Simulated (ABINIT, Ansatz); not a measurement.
## A GW run on Cl (Cmce) in ABINIT, with inputs changed

Aim: change inputs of a GW run on Cl (Cmce) and see what moves.

Program: ABINIT 10.8.3. Level of theory: PBE and many-body steps on it, plane waves. Results are calculated unless marked as measured.

Report form: the programs' logs are mostly left out.

## (1) The starting structure

The structure is orthorhombic, space group Cmce (No. 64). Conventional cell: a = 6.290 Å, b = 4.500 Å, c = 8.210 Å, α = 90.00°, β = 90.00°, γ = 90.00°. Nearest to Cl lie 1 Cl at 2.02 Å.

Coordinates:

```cif
data_structure
_symmetry_space_group_name_H-M 'Cmce'
_symmetry_Int_Tables_number 64
_cell_length_a 6.2900
_cell_length_b 4.5000
_cell_length_c 8.2100
_cell_angle_alpha 90.000
_cell_angle_beta 90.000
_cell_angle_gamma 90.000
_cell_volume 232.38
loop_
_atom_site_label
_atom_site_type_symbol
_atom_site_symmetry_multiplicity
_atom_site_Wyckoff_symbol
_atom_site_fract_x
_atom_site_fract_y
_atom_site_fract_z
_atom_site_occupancy
Cl1 Cl 8 f 0.50000 0.63000 0.10000 1
```

The cell and positions come from the Crystallography Open Database and are kept as given unless a step says otherwise.

## (2) Screening, 4×4×2 mesh, 318 bands, screening to 176.9 eV

This step: ABINIT 10.8.3; RPA screening on PBE, plane waves, norm-conserving pseudopotentials.

The RPA dielectric matrix is built and inverted for each q.

The input, run.abi:

```
acell 3*1.0 Angstrom
rprim 
  3.145000000000 -2.250000000000 0.000000000000
  3.145000000000 2.250000000000 0.000000000000
  0.000000000000 0.000000000000 8.210000000000
ntypat 1
znucl 17
natom 4
typat 1 1 1 1
xred 
  0.870000000000 0.130000000000 0.100000000000
  0.630000000000 0.370000000000 0.600000000000
  0.130000000000 0.870000000000 0.900000000000
  0.370000000000 0.630000000000 0.400000000000
pp_dirpath "pseudos"
pseudos "Cl.upf"
ecut 25
ngkpt 4 4 2
nshiftk 1
shiftk 0 0 0
kptopt 1
chksymbreak 0
istwfk *1
occopt 1
irdwfk 1
optdriver 3
nband 318
ecuteps 6.5
inclvkb 2
awtr 1
symchi 1
indata_prefix "in"
outdata_prefix "out"
tmpdata_prefix "tmp"
```

Launch:

```sh
> OMP_NUM_THREADS=1 mpirun -n 4 abinit run.abi > log
```

It took 16 min on 4 MPI ranks of Arm Neoverse N1, shared host; peak memory 4.9 GiB; 65 min of CPU time.

This step gave:

| Item | Value |
| --- | --- |
| ε∞ with local fields, on this mesh, along the program's q direction | 2.811 |
| the same without local fields | 3.462 |
| plasma frequency | 18.23 eV |
| plane waves in the screening matrix | 611 |

Local fields lower ε∞ by 19 %. On a Γ-centred mesh this coarse the value itself is usually too large, while a short band sum pulls it down.

## (3) Base

The self-energy is evaluated for the states that the input lists, and the levels follow from it, in one-shot runs by the linearised quasiparticle equation.

This step: G0W0 on PBE, plane waves, norm-conserving pseudopotentials.

run.abi: that of step 2 with these lines changed.

```diff
@@ -25,8 +25,17 @@
 irdwfk 1
-optdriver 3
+optdriver 4
 nband 318
+gwcalctyp 0
+ecutsigx 25
+symsigma 1
+nkptgw 2
+kptgw 
+  0.5000000000 0.5000000000 0.0000000000
+  0.0000000000 0.0000000000 0.0000000000
+bdgw 
+  13 16
+  13 16
 ecuteps 6.5
-inclvkb 2
-awtr 1
-symchi 1
+irdscr 1
+ppmodel 1
 indata_prefix "in"
```

Wall time 4.6 min (4 MPI ranks); peak memory 5.5 GiB.

Numbers from this step:

| Item | Value |
| --- | --- |
| G0W0 gap on the points computed | 5.621 eV |
| starting gap on the mesh | 2.469 eV |
| k of the valence top | 0.5, 0.5, 0 |
| k of the conduction bottom | 0, 0, 0 |
| Z at the valence top | 0.789 |
| Z at the conduction bottom | 0.791 |
| least direct G0W0 gap on the computed points | 5.672 eV |

The gap on the mesh goes from 2.47 eV to 5.62 eV, a correction of +3.15 eV.

## (4) Exchange cutoff

run.abi: that of step 3 with these lines changed.

```diff
@@ -28,3 +28,3 @@
 gwcalctyp 0
-ecutsigx 25
+ecutsigx 7.5
 symsigma 1
```

Run time: 4.6 min. Hardware: 4 MPI ranks; peak memory 5.5 GiB; 19 min of CPU time.

This step gave:

```yaml
g0w0_gap_on_the_points_computed: 5.624 eV
starting_gap_on_the_mesh: 2.469 eV
k_of_the_valence_top: 0.5, 0.5, 0
k_of_the_conduction_bottom: 0, 0, 0
z_at_the_valence_top: 0.789
z_at_the_conduction_bottom: 0.791
least_direct_g0w0_gap_on_the_computed_points: 5.674 eV
```

## (5) Point off the mesh

run.abi: that of step 4 with these lines changed.

```diff
@@ -28,11 +28,9 @@
 gwcalctyp 0
-ecutsigx 7.5
+ecutsigx 25
 symsigma 1
-nkptgw 2
+nkptgw 1
 kptgw 
-  0.5000000000 0.5000000000 0.0000000000
-  0.0000000000 0.0000000000 0.0000000000
+  0.137 0.291 0
 bdgw 
-  13 16
-  13 16
+  14 15
 ecuteps 6.5
```

Wall time 1.7 s (4 MPI ranks); peak memory 0.06 GiB.

The run stopped with an error after 1.7 s.

The program's words: k-point [ 1.3700E-01,  2.9100E-01,  0.0000E+00]  not in the list of k points treated in the preparatory SCF run. Change kptgw, or shiftk of previous run.

The fault put into this input: point off the mesh.

## (6) Side by side

Times are wall times on 4 MPI ranks of Arm Neoverse N1, shared host, good to a factor of about two. A run's time includes the screening step that it read.

```
            run   mesh  bands  screening cutoff (eV)  DFT gap (eV)  gap on the mesh (eV)  direct (eV)  ε∞ used    time
           base  4×4×2    318                  176.9         2.469                 5.621        5.672     2.81  21 min
exchange cutoff  4×4×2    318                  176.9         2.469                 5.624        5.674     2.81  21 min
```

## (7) What came out

| Property | Result |
| --- | --- |
| base | 5.621 eV |
| exchange cutoff | 5.624 eV |
| known limits | not at the basis limit; coarse k mesh |

What this shows: Exchange cutoff: +0.003 eV against base (keys changed: ecutsigx). Bands and cutoff are finite, so the gap is not at the basis limit. The miss can reach some tenths of an eV and take either sign; the mesh is an error of its own. In the G0W0 runs levels were corrected at 2 k points alone, so a gap called «on the mesh» is the least over those, and an edge elsewhere would be missed. The 4×4×2 mesh is coarse for this cell, which bears on the long-range parts of exchange and screening.

[Paths, hosts, dates, memory and timing lines, banners, echoed tables and standing remarks are left out of the program output.]

[Logs are printed without paths, hosts, clocks, repeated set-up lines and the standing remarks that a program may print on its own settings, such as how far it seeks lower states.]

[Runs of the session that timed out or met a known fault of the program may be left out.]

[Hosts, paths, dates, database ids (printed as entryN), source tags and the programs' standing remarks are cut or masked in the printed files.]

[G0W0 gaps are taken among the corrected bands and points alone; a level outside them can change the order at an edge.]

[Where Ansatz stands beside ABINIT at settings called matched, ABINIT's density can come from a denser mesh and the files from another edition; pairs whose starting gaps differed by over 0.03 eV were left out, so agreement reads better than it is.]
